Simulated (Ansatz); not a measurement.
**One crystal, many levels of theory: BaTiO3 (Pm-3m)**

Wanted: a ladder of band gaps for BaTiO3 (Pm-3m), from density functionals to G0W0.

Main program and level: Ansatz 0.2.0; density functionals, hybrids and G0W0, plane waves, PAW.

**The experiments to reproduce.**

- Gap 3.28 eV: optical gap from first-derivative diffuse reflectance spectrum; UV-vis diffuse reflectance; powder (commercial cubic reference powder, crystallite size 31.8 nm) (“Influence of Rapid Heat Treatment on the Photocatalytic Activity and Stability of Barium Titanates Against a Broad Range of Pollutants”, 2024, pmc:11596716).

- Gap 3.2 eV: optical gap from first-derivative diffuse reflectance spectrum; UV-vis diffuse reflectance; powder (“Influence of Rapid Heat Treatment on the Photocatalytic Activity and Stability of Barium Titanates Against a Broad Range of Pollutants”, 2024, pmc:11596716).

In doubt: the elements are of a kind flagged for part-filled d or f shells, though by formal charges that shell is empty here, so the flag may not apply.

### 1. Starting point

It takes space group Pm-3m (No. 221, cubic). Conventional cell: a = 4.006 Å, b = 4.006 Å, c = 4.006 Å, α = 90.00°, β = 90.00°, γ = 90.00°. Nearest to Ba lie 12 O at 2.83 Å. Nearest to Ti lie 6 O at 2.00 Å. Nearest to O lie 2 Ti at 2.00 Å and 4 Ba at 2.83 Å. Farther neighbours and most contacts between anions are not listed.

The cell and positions come from the Crystallography Open Database and are kept as given unless a step says otherwise. Spin-orbit coupling is left out unless a step names it. The default PAW set here is soft_1. Its files were made with PBE.

### 2. PBE on the 6×6×6 mesh

Levels along a band path and on the mesh show where this functional puts the band edges.

This step: DFT, PBE, plane waves, PAW.

File input.yaml:

```yaml
crystal:
  lattice:
    - [4.006, 0.0, 0.0]
    - [0.0, 4.006, 0.0]
    - [0.0, 0.0, 4.006]
  atoms:
    - { symbol: Ba, position: [0.5, 0.5, 0.5] }
    - { symbol: Ti, position: [0.0, 0.0, 0.0] }
    - { symbol: O, position: [0.5, 0.0, 0.0] }
    - { symbol: O, position: [0.0, 0.5, 0.0] }
    - { symbol: O, position: [0.0, 0.0, 0.5] }
kpoints:
  mp_grid: { grid: [6, 6, 6] }
  band_path:
    path:
      - [[0.0, 0.0, 0.0], [0.0, 0.5, 0.0], [0.5, 0.5, 0.0], [0.0, 0.0, 0.0], [0.5, 0.5, 0.5], [0.0, 0.5, 0.0]]
      - [[0.5, 0.5, 0.5], [0.5, 0.5, 0.0]]
    npoints: 10
hamiltonian:
  xc: pbe
  pseudopotentials: { kind: paw, azcp: { folder: "./paw" } }
scf:
  occupations: { method: fermi_dirac, width: 0.02 }
  n_extra_bands: 5
output:
  eigenvalues: true
  write_density: true
  write_potential: true
  elf: true
  volumetric_format: npy
```

On the command line:

```
$ ansatz run input.yaml --threads 4 --pin off --max-ram 138240MiB --backend cuda --events-out ev --progress --plain --runs-dir out --devices 1 --max-vram 26GiB
```

Numbers of over 12 decimals in the logs are rounded to 6 here.

The program printed:

```text
scf.n_extra_bands = 5 over 20 filled bands (N_el = 40.0): the run solves 25 bands
GPUs: using 1 of 1 available (devices: 1).
Engine: ansatz 0.2.0, x86_64-unknown-linux-gnu
Pseudopotentials: kind: paw
Pseudopotential: Ba, paw, valence charge 10, recommended cutoff 420 eV (normal), <dir>
Pseudopotential: Ti, paw, valence charge 12, recommended cutoff 420 eV (normal), <dir>
Pseudopotential: O, paw, valence charge 6, recommended cutoff 420 eV (normal), <dir>
Functional definition: PBE
  parameter kappa = 0.804
  parameter beta = 0.066725
  exchange = pbe_x(kappa = kappa, mu = beta*pi^2/3)
  correlation = pbe_c(beta = beta)
device memory: the entry about to start is reckoned to put 0.9 GiB on a device that reports 78.5 GiB free (of which the cap on the GPU budget leaves the run 26.0 GiB)
GPU FFT provider: cuFFT
GPU libraries: cuBLAS 13.8.2, cuFFT 12.4.0, cuSOLVER 12.3.4
Crystal: 5 atoms, lattice volume = 64.288 Å³
Basis set: ecut = 420 eV, 1237 PW (Γ)
Bands: 25, of which v1, the nominal top of the filled ones, is band 20 counted from 1 (19 counted from 0)
Symmetry: 48 space group operations
Space group: Pm-3m (ITA 221), of the structure as read, at distance tolerance 4.0e-5 Å
k-points: 20 of 216
Non-local potential: Ba, projectors of the file, l = 0: 3, l = 1: 2, l = 2: 2, l = 3: 2
Non-local potential: Ti, projectors of the file, l = 0: 3, l = 1: 2, l = 2: 3, l = 3: 1
Non-local potential: O, projectors of the file, l = 0: 2, l = 1: 2, l = 2: 1
PAW form: soft (Blöchl's): semilocal exchange-correlation on the pseudo side does not see the compensation charge
PAW one-centre angular grid: Ba, 194 points (default); XC on 64 Gauss nodes
PAW one-centre angular grid: Ti, 590 points (default); XC on 64 Gauss nodes
PAW one-centre angular grid: O, 110 points (default); XC on 64 Gauss nodes
Initial density: superposition of atomic densities (chi_scale 0.1, normalization cell, long waves kept (reshape's long-wave potential 0.00 eV rms))
Initial wavefunctions: pseudopotential atomic-orbital guess
GPU buffer pool allocated for 19683 grid points (all kernels)
GPU transforms: local potential and band sums: pruned to the plane-wave sphere, on 27×27×27
Functional: x = pbe(κ = 0.804, μ = 0.219515), c = pbe(β = 0.066725)
SCF iter   1: F=—  HF=-10160.060847 eV  |F-HF|=—  |Δ(HF+E_count)|=         —  Δρ=5.07e-2  dr2=2.04e0  ethr=3.10e-3  ⟨swp⟩=8.1  Hψ=2527  notcnv=0
preconditioner: auto → Resta (q_TF=auto, 2.521 Å⁻¹)  ε∞=5.8  [insulator: Δε(μ)=2.348 eV  Ē_g=11.545 eV  σ=0.020 eV  W_gap=1.00  n_scr=18 (ndim 8)  ℏωp=25.4 eV  f_vac=0.000  D(μ)=0.00/eV (n_scr^D=0)  ε∞_Penn≈5.8]
SCF iter   2: F=—  HF=-10159.821113 eV  |F-HF|=—  |Δ(HF+E_count)|=   2.40e-1  Δρ=2.75e-2  dr2=7.44e-1  ethr=3.10e-3  ⟨swp⟩=2.5  Hψ=926  notcnv=0  defer=20
SCF iter   3: F=—  HF=-10159.734732 eV  |F-HF|=—  |Δ(HF+E_count)|=   8.64e-2  Δρ=7.84e-3  dr2=3.64e-2  ethr=1.86e-3  ⟨swp⟩=2.3  Hψ=1489  notcnv=0  defer=20
SCF iter   4: F=—  HF=-10159.730877 eV  |F-HF|=—  |Δ(HF+E_count)|=   3.86e-3  Δρ=2.17e-3  dr2=2.26e-3  ethr=9.11e-5  ⟨swp⟩=2.3  Hψ=858  notcnv=0  defer=20
SCF iter   5: F=—  HF=-10159.732002 eV  |F-HF|=—  |Δ(HF+E_count)|=   1.12e-3  Δρ=4.59e-4  dr2=1.13e-4  ethr=5.64e-6  ⟨swp⟩=2.0  Hψ=812  notcnv=0  defer=20
SCF iter   6: F=—  HF=-10159.732096 eV  |F-HF|=—  |Δ(HF+E_count)|=   9.44e-5  Δρ=8.99e-5  dr2=5.68e-6  ethr=2.81e-7  ⟨swp⟩=2.2  Hψ=802  notcnv=0  defer=20
SCF iter   7: F=—  HF=-10159.732203 eV  |F-HF|=—  |Δ(HF+E_count)|=   1.07e-4  Δρ=2.11e-5  dr2=3.35e-7  ethr=1.42e-8  ⟨swp⟩=2.5  Hψ=867  notcnv=0  defer=20
SCF iter   8: F=-10159.732203 eV  HF=-10159.732203 eV  |F-HF|=4.63e-9  |Δ(HF+E_count)|=   2.01e-7  Δρ=3.57e-6  dr2=1.15e-8  ethr=2.50e-10  ⟨swp⟩=7.4  Hψ=1451  notcnv=0
SCF 1 converged in 8 iterations: F = -10159.732203 eV  dr2 = 1.15e-8
[...]
device memory: the entry about to start is reckoned to put 1.5 GiB on a device that reports 77.5 GiB free (of which the cap on the GPU budget leaves the run 26.0 GiB)
NSCF: frozen V_eff on 62 k-points, pencils in batches of 32, up to order 112
SCF converged after 8 iterations
Free energy (F): -10159.732203 eV
Harris-Foulkes:  -10159.732203 eV  (|F-HF|=4.63e-9)
Internal energy: -10159.732203 eV  (E = F + TS)
E sigma→0 (E₀):  -10159.732203 eV
Fermi energy:    11.142871 eV
--- Per-component energies (eV) ---
  E_band       = -142.960246
  E_kinetic    = 946.245679
  E_local      = -2175.919642  (includes V_loc(G=0)·N_el)
  E_nonlocal   = 307.149171
  E_hartree    = 836.299743
  E_xc         = -532.789765
  E_vxc        = -552.564451  (∫ρ·V_xc dr)
  E_paw        = -6722.313335  (= ΣΔE_a)
  E_vpaw       = -340.469211  (= ΣTr[D̂ρ^β])
  E_aug_tail   = 0.002149  (compensation charges beyond the density's cutoff)
  E_ewald      = -2818.406203
  E_smearing   = -0.000000  (= −TS)
  E_closure    = -0.000000  (closes the sum)
  Σ components = -10159.732203   (vs F -10159.732203, Δ=0.00e0)
--- Band table (eV; the first three rows and the last of 20) ---
  k-point 0: bands = [... 16 lower, 9.1317, 10.1301, 10.1301, 10.1301, 12.0416, 12.0416, 12.0416, 14.1852, ... 1 higher]
  k-point 1: bands = [... 16 lower, 8.9191, 9.5073, 9.9469, 9.9469, 12.0723, 12.5510, 12.5510, 14.1865, ... 1 higher]
  k-point 2: bands = [... 16 lower, 8.5496, 8.6676, 9.6787, 9.6787, 12.1355, 13.3789, 13.3789, 14.1888, ... 1 higher]
  k-point 19: bands = [... 16 lower, 7.8964, 10.2331, 10.2331, 10.2331, 14.4261, 14.4261, 14.4261, 17.0642, ... 1 higher]
```

It took 17 s on 1 × NVIDIA H100 80GB HBM3 (shared by 3 runs) with 4 threads of AMD EPYC 7R13 (Zen 3), shared host; peak memory 0.93 GiB.

Reading the cycles: dr2 is the Hartree energy of the density residual (eV), the measure of convergence; HF is the Harris–Foulkes estimate of the energy, which meets the free energy F at convergence.

This step gave:

* filled bands: 20
* gap: 1.809 eV
* valence top at: R
* conduction bottom at: Γ
* least direct gap: 1.912 eV

Over mesh and path the gap is 1.809 eV, from k = (0.500, 0.500, 0.500) to k = Γ. The least direct gap found is 1.912 eV, at k = Γ.

### 3. PBE+SOC on the 6×6×6 mesh

This run has two-component orbitals with spin-orbit coupling.

This step: DFT, PBE with spin-orbit coupling, plane waves, PAW.

File input.yaml:

```yaml
crystal:
  lattice:
    - [4.006, 0.0, 0.0]
    - [0.0, 4.006, 0.0]
    - [0.0, 0.0, 4.006]
  atoms:
    - { symbol: Ba, position: [0.5, 0.5, 0.5] }
    - { symbol: Ti, position: [0.0, 0.0, 0.0] }
    - { symbol: O, position: [0.5, 0.0, 0.0] }
    - { symbol: O, position: [0.0, 0.5, 0.0] }
    - { symbol: O, position: [0.0, 0.0, 0.5] }
kpoints:
  mp_grid: { grid: [6, 6, 6] }
  band_path:
    path: [[0.0, 0.0, 0.0], [0.0, 0.5, 0.0], [0.5, 0.5, 0.0], [0.5, 0.5, 0.5]]
    npoints: 1
hamiltonian:
  xc: pbe
  pseudopotentials: { kind: paw_fr, azcp: { folder: "./paw" } }
scf:
  occupations: { method: fixed }
  n_extra_bands: 10
magnetization:
  noncollinear: true
  spin_orbit: true
output:
  eigenvalues: true
```

The program printed:

```text
[...]
GPUs: using 1 of 1 available (devices: 1).
[...]
non-collinear run that drives no moment, with spin-orbit: no starting moment large enough to seed its density (crystal.atoms[].spin), no starting occupations that ask for one, no magnetisation constraint and no magnetic field, so the semilocal B_xc is pinned to zero
[...]
GPU FFT provider: cuFFT
GPU libraries: cuBLAS 13.8.2, cuFFT 12.4.0, cuSOLVER 12.3.4
Crystal: 5 atoms, lattice volume = 64.288 Å³
Basis set: ecut = 420 eV, 1237 PW (Γ)
Bands: 50, of which v1, the nominal top of the filled ones, is band 40 counted from 1 (39 counted from 0)
Symmetry: 48 space group operations + 48 with time reversal
[...]
k-points: 20 of 216
Projection manifold: j_resolved (fully-relativistic pseudo-atomic orbitals)
[...]
GPU buffer pool allocated for 19683 grid points (all kernels)
[...]
Absolute magnetization: 0.0000 μB (∫|m|)
  site 0: m = (+0.0000, +0.0000, +0.0000) μB, |m| = 0.0000 μB  (R = 1.17 Å)
  site 1: m = (+0.0000, +0.0000, +0.0000) μB, |m| = 0.0000 μB  (R = 0.83 Å)
  site 2: m = (+0.0000, +0.0000, +0.0000) μB, |m| = 0.0000 μB  (R = 0.83 Å)
  site 3: m = (+0.0000, +0.0000, +0.0000) μB, |m| = 0.0000 μB  (R = 0.83 Å)
  site 4: m = (+0.0000, +0.0000, +0.0000) μB, |m| = 0.0000 μB  (R = 0.83 Å)
Free energy (F): -10164.568398 eV
[...]
Internal energy: -10164.568398 eV  (E = F + TS)
E sigma→0 (E₀):  -10164.568398 eV
Fermi energy:    10.236672 eV
[...]
--- Band table (eV; the first three rows and the last of 20) ---
  k-point 0: bands = [... 36 lower, 10.1757, 10.1757, 10.1757, 10.1757, 12.0292, 12.0292, 12.0292, 12.0292, ... 6 higher]
  k-point 1: bands = [... 36 lower, 9.9130, 9.9130, 9.9866, 9.9866, 12.0698, 12.0698, 12.5381, 12.5381, ... 6 higher]
  k-point 2: bands = [... 36 lower, 9.6521, 9.6521, 9.7022, 9.7022, 12.1332, 12.1332, 13.3648, 13.3648, ... 6 higher]
  k-point 19: bands = [... 36 lower, 10.2367, 10.2367, 10.2367, 10.2367, 14.4201, 14.4201, 14.4201, 14.4201, ... 6 higher]
[key lines of the parts left out:]
SCF converged after 9 iterations
Magnetization: |M| = 0.0000 μB,  M = (+0.0000, +0.0000, +0.0000) μB
```

It took 13 s on 1 × NVIDIA H100 80GB HBM3 (shared by 3 runs) with 4 threads; peak memory 1.1 GiB; 6.1 s of CPU time.

Numbers from this step:

```yaml
gap: 1.793 eV
valence_top_at: R
conduction_bottom_at: Γ
least_direct_gap: 1.854 eV
```

Over mesh and listed points the gap is 1.793 eV, from k = (0.500, 0.500, 0.500) to k = Γ. The least direct gap found is 1.854 eV, at k = Γ. PBE+SOC against PBE: 1.793 − 1.809 = −0.016 eV, with the same mesh, set of files (read in its fully relativistic form for the spin-orbit run) and cutoff, and both edges at the same k points. The spin-orbit run sees mesh and listed points alone, so its gap is an upper bound: the coupling can move an edge off these points, and the change over the zone, its sign included where it is small, is not known.

### 4. HSE06 on the 4×4×4 mesh

HSE06 mixes in a quarter of exact exchange at short range.

This step: DFT, HSE06, plane waves, PAW.

input.yaml, the sections that differ from step 3:

```yaml
kpoints:
  mp_grid: { grid: [4, 4, 4] }
  band_path:
    path: [[0.0, 0.0, 0.0], [0.0, 0.5, 0.0], [0.5, 0.5, 0.0], [0.5, 0.5, 0.5]]
    npoints: 1
hamiltonian:
  xc: hse06
  pseudopotentials: { kind: paw, azcp: { folder: "./paw" } }
scf:
  occupations: { method: fixed }
  n_extra_bands: 5
# crystal, output: as in step 3
# magnetization: removed
```

The program printed:

```text
[...]
GPUs: using 1 of 1 available (devices: 1).
[...]
davidson cushion auto → on  (no smearing: the cushion is to keep the highest requested band from converging to the state above it; pin scf.eigensolver.cushion to override)
[...]
GPU FFT provider: cuFFT
GPU libraries: cuBLAS 13.8.2, cuFFT 12.4.0, cuSOLVER 12.3.4
Crystal: 5 atoms, lattice volume = 64.288 Å³
Basis set: ecut = 420 eV, 1237 PW (Γ)
[...]
Fermi energy:    9.213253 eV
[...]
--- Band table (eV; the first three rows and the last of 10) ---
  k-point 0: bands = [... 16 lower, 8.0289, 9.1268, 9.1268, 9.1268, 12.3988, 12.3988, 12.3988, 14.4954, ... 1 higher]
  k-point 1: bands = [... 16 lower, 7.6269, 7.9502, 8.7720, 8.7720, 12.4695, 13.4095, 13.4095, 14.4995, ... 1 higher]
  k-point 2: bands = [... 16 lower, 7.3088, 7.3088, 8.4928, 8.4928, 12.5432, 14.2916, 14.2916, 14.5030, ... 1 higher]
  k-point 9: bands = [... 16 lower, 6.7392, 9.2133, 9.2133, 9.2133, 15.0911, 15.0911, 15.0911, 17.6284, ... 1 higher]
[key lines of the parts left out:]
Free energy (F): -10163.584281 eV
```

Wall time 27 s (1 × NVIDIA H100 80GB HBM3 (shared by 3 runs) with 4 threads); peak memory 1.1 GiB.

This step gave:

```yaml
gap: 3.186 eV
valence_top_at: R
conduction_bottom_at: Γ
least_direct_gap: 3.272 eV
exact_exchange_fraction: 0.25
```

Over mesh and listed points the gap is 3.186 eV, from k = (0.500, 0.500, 0.500) to k = Γ. The least direct gap found is 3.272 eV, at k = Γ. HSE06 against PBE: 3.186 − 1.809 = +1.377 eV. The runs also differ in mesh (6×6×6 and 4×4×4), so how much of this comes from the functional alone is not known.

### 5. HSE06+SOC on the 4×4×4 mesh

This step: DFT, HSE06 with spin-orbit coupling, plane waves, PAW.

input.yaml: that of step 4 with these lines changed.

```diff
@@ -18,6 +18,9 @@
   xc: hse06
-  pseudopotentials: { kind: paw, azcp: { folder: "./paw" } }
+  pseudopotentials: { kind: paw_fr, azcp: { folder: "./paw" } }
 scf:
   occupations: { method: fixed }
-  n_extra_bands: 5
+  n_extra_bands: 10
+magnetization:
+  noncollinear: true
+  spin_orbit: true
 output:
```

The program printed:

```text
[...]
GPUs: using 1 of 1 available (devices: 1).
[...]
GPU FFT provider: cuFFT
GPU libraries: cuBLAS 13.8.2, cuFFT 12.4.0, cuSOLVER 12.3.4
Crystal: 5 atoms, lattice volume = 64.288 Å³
Basis set: ecut = 420 eV, 1237 PW (Γ)
Bands: 50, of which v1, the nominal top of the filled ones, is band 40 counted from 1 (39 counted from 0)
Symmetry: 48 space group operations + 48 with time reversal
[...]
--- Band table (eV; the first three rows and the last of 10) ---
  k-point 0: bands = [... 36 lower, 9.1813, 9.1813, 9.1813, 9.1813, 12.3854, 12.3854, 12.3854, 12.3854, ... 6 higher]
  k-point 1: bands = [... 36 lower, 8.7343, 8.7343, 8.8117, 8.8117, 12.4672, 12.4672, 13.3951, 13.3951, ... 6 higher]
  k-point 2: bands = [... 36 lower, 8.4700, 8.4700, 8.5116, 8.5116, 12.5409, 12.5409, 14.2756, 14.2756, ... 6 higher]
  k-point 9: bands = [... 36 lower, 9.2184, 9.2184, 9.2184, 9.2184, 15.0837, 15.0837, 15.0837, 15.0837, ... 6 higher]
[key lines of the parts left out:]
Magnetization: |M| = 0.0000 μB,  M = (+0.0000, +0.0000, +0.0000) μB
Free energy (F): -10161.845428 eV
Fermi energy:    9.218440 eV
```

It took 42 s on 1 × NVIDIA H100 80GB HBM3 (shared by 3 runs) with 4 threads; peak memory 1.8 GiB; 63 s of CPU time.

Numbers from this step:

* gap: 3.167 eV
* valence top at: R
* conduction bottom at: Γ
* least direct gap: 3.204 eV
* exact-exchange fraction: 0.25

Over mesh and listed points the gap is 3.167 eV, from k = (0.500, 0.500, 0.500) to k = Γ. The least direct gap found is 3.204 eV, at k = Γ. HSE06+SOC against HSE06: 3.167 − 3.186 = −0.019 eV, with the same mesh, set of files (read in its fully relativistic form for the spin-orbit run) and cutoff, and both edges at the same k points. The spin-orbit run sees mesh and listed points alone, so its gap is an upper bound: the coupling can move an edge off these points, and the change over the zone, its sign included where it is small, is not known.

### 6. G0W0@PBE, 6×6×6 mesh, 1081 empty bands, screening to 380 eV, hard PAW files

G0W0 replaces the xc potential by a self-energy built once from the orbitals of the start. Levels are corrected in the window of bands that the input names, at points of the mesh.

This step: G0W0 on PBE, plane waves, PAW.

File input.yaml:

```yaml
crystal:
  lattice:
    - [4.006, 0.0, 0.0]
    - [0.0, 4.006, 0.0]
    - [0.0, 0.0, 4.006]
  atoms:
    - { symbol: Ba, position: [0.5, 0.5, 0.5] }
    - { symbol: Ti, position: [0.0, 0.0, 0.0] }
    - { symbol: O, position: [0.5, 0.0, 0.0] }
    - { symbol: O, position: [0.0, 0.5, 0.0] }
    - { symbol: O, position: [0.0, 0.0, 0.5] }
kpoints:
  mp_grid: { grid: [6, 6, 6] }
hamiltonian:
  xc: pbe
  pseudopotentials: { kind: paw, source: ansatz }
scf:
  occupations: { method: fixed }
gw:
  n_empty_bands: 1081
  ecut_chi: 380
  qp_bands: [v2, c2]
  qp_kpoints: band_edges
  screening: { model: contour_deformation }
```

The program printed:

```text
GPUs: using 1 of 1 available (devices: 1).
[...]
GPU FFT provider: cuFFT
GPU libraries: cuBLAS 13.8.2, cuFFT 12.4.0, cuSOLVER 12.3.4
Crystal: 5 atoms, lattice volume = 64.288 Å³
Basis set: ecut = 930 eV, 4139 PW (Γ)
Bands: 25, of which v1, the nominal top of the filled ones, is band 20 counted from 1 (19 counted from 0)
Symmetry: 48 space group operations
[...]
k-points: 20 of 216
[...]
1    22     12.5986   -13.6540    -6.7475   -21.0887  0.7111    13.2965    13.2858  root
[...]
19    19     10.2899   -25.8376     4.3115   -20.7754  0.7010     9.5248     9.5392  root
    19    20     10.2899   -25.8376     4.3115   -20.7754  0.7010     9.5248     9.5392  root
    19    21     14.4801   -14.6921    -8.3130   -23.6971  0.6496    15.1937    15.1720  root
    19    22     14.4801   -14.6921    -8.3130   -23.6971  0.6496    15.1937    15.1720  root
[key lines of the parts left out:]
SCF converged after 10 iterations
Free energy (F): -10144.574156 eV
Fermi energy:    10.289876 eV
```

It took 4.7 min on 1 × NVIDIA H100 80GB HBM3 (shared by 3 runs) with 4 threads; peak memory 7 GiB.

This step gave:

- bands summed: 1101
- RPA ε∞ on this mesh (eigenvalues): 6.479, 6.479, 6.479
- plane waves in the screening matrix: 1045
- G0W0 gap over the corrected points: 3.272 eV
- k of the valence top: -0.5, -0.5, -0.5
- k of the conduction bottom: 0, 0, 0
- starting gap on the mesh: 1.798 eV
- Z at the valence top: 0.7010
- Z at the conduction bottom: 0.7239
- least direct G0W0 gap over the corrected points: 3.414 eV

Over 15 of 20 irreducible mesh points the G0W0 gap is 3.272 eV, from k = (-0.500, -0.500, -0.500) to k = Γ. The PBE gap of this run on the mesh is 1.798 eV. The two states that bound the G0W0 gap lie that far apart at the start, so the correction of the gap is 3.272 − 1.798 = +1.474 eV.

(Part 1 of 2 ends here.)

[Paths, hosts, dates, memory and timing lines, banners, echoed tables and standing remarks are left out of the program output.]

[Logs are printed without paths, hosts, clocks, repeated set-up lines and the standing remarks that a program may print on its own settings, such as how far it seeks lower states.]

[Runs of the session that timed out or met a known fault of the program may be left out.]

[Cells called generated may have been cut or substituted from an entry of the Crystallography Open Database or the Materials Project.]

[Hosts, paths, dates, database ids (printed as entryN), source tags and the programs' standing remarks are cut or masked in the printed files.]

[Where an RPA ε∞ is given, it is that of the G0W0 mesh and is not shown converged in it. Names of k-points follow the symmetry that the program found, which can be lower than the space group named. Band edges on a path are those of the sampled points; other points can move an edge, and change direct to indirect where valleys lie close.]

[Hybrid gaps are those of their k-mesh and are not shown converged in it.]
